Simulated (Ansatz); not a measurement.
# Tunnelling from Li(110) to Li(110): the current at the widest gap

Three vacuum gaps between Li(110) and Li(110) are known. What current density flows at 0.25 V across 6.5 Å?

Set-up. Ansatz 0.2.0, plane waves with PAW datasets, PBE; a slab with two metal leads whose outer parts are reservoirs, with density and current solved under bias (Landauer, 300 K). The gap is counted from plane to plane of nuclei, and atoms stay on ideal sites.

Results; the value marked ? is to be predicted:

| gap (Å) | drop between the leads' cuts at 0.25 V (V) | current density at 0.25 V (A/m²) |
| --- | --- | --- |
| 3.5 | 0.0982 | 1.41×10¹⁴ |
| 4.5 | 0.178 | 7.46×10¹³ |
| 5.5 | 0.216 | 3.62×10¹³ |
| 6.5 | 0.236 | ? |

Worked fit:

Tunnelling falls as exp(−βd). From 3.5 to 4.5 Å, β = ln(1.41×10¹⁴/7.46×10¹³)/1 = 0.636 Å⁻¹, and from 4.5 to 5.5 Å it is 0.723 Å⁻¹; the slope still steepens as the gap leaves contact, so the wider pair is taken. Then 3.62×10¹³ × exp(−0.723 × 1). Predicted: 1.76×10¹³ A/m².

**The withheld run.**

1.31×10¹³ A/m², so the prediction is 34 % too high. The last step has β = 1.01 Å⁻¹, an apparent barrier ħ²β²/8m of 0.98 eV: the decay of this current is still steepening. The conductances at 0 V give β = 0.723 and 1.04 Å⁻¹ for the last two steps.

Caveats: On every other k-point the currents of these runs, at any bias, move by up to 4.2 %. A semilocal functional lacks the image potential's tail.
